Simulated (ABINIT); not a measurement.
**GaN (P6_3mc): ε∞ along x against volume**

The cell of GaN (P6_3mc) is scaled evenly and the response computed anew at each volume, on one mesh. The atoms keep their fractional positions. x, y and z are the Cartesian axes of the input cell.

Cell: a, b, c = 3.180, 3.180, 5.166 Å (primitive vectors), 4 atoms.

Method: ABINIT 10.8.3, LDA, independent particles, k-mesh 12×12×7, Lorentzian half width 0.04 eV.

Launch of the response step: `optic optic.abi`. The series took 27.3 min in all, its band step included, on 4 threads of AMD EPYC (Zen 3) (shared host).

| V/V₀ | V (Å³, primitive cell) | ε∞ along x |
| --- | --- | --- |
| 0.94 | 42.53 | 5.513 |
| 0.97 | 43.88 | 5.657 |
| 1.00 | 45.24 | 5.829 |
| 1.03 | 46.60 | 6.011 |
| 1.06 | 47.96 | ? |

For small changes the quantity should be close to linear in ln V.

Working, on the rows shown:

| x = ln(V/V₀) | y = ε∞ along x |
| --- | --- |
| -0.0618754 | 5.513 |
| -0.0304592 | 5.657 |
| 0 | 5.829 |
| 0.0295588 | 6.011 |

Means: x̄ = -0.015694, ȳ = 5.7525. Σ(x − x̄)(y − ȳ) = 0.02537, Σ(x − x̄)² = 0.004645. Slope = 0.02537 / 0.004645 = 5.462; intercept = ȳ − slope · x̄ = 5.8382. The line misses the rows shown by at most 0.015.

Question: Predict the last column of the withheld row from the fit.

Answer: At x = 0.058269 the line gives y = 6.1565. The run gave 6.219, so the extrapolation is off by 0.063, 9 % of the range in the table. Beyond its data the fit drifts from the curve.

Between the rows on either side of x = 0 the slope is (6.011 − 5.657) / (0.029559 − (-0.030459)) = 5.898. So d ln ε∞/d ln V = +1.01 at V₀: ε∞ falls under slight compression. The cell comes from an older database entry, whose edges can be off by a per cent or so. Excitons are left out and so are local fields; LDA gaps are as a rule too small. The values come from a sum over the points of one k-mesh and carry its error, which grows as the direct gap shrinks. Spin-orbit coupling is left out.
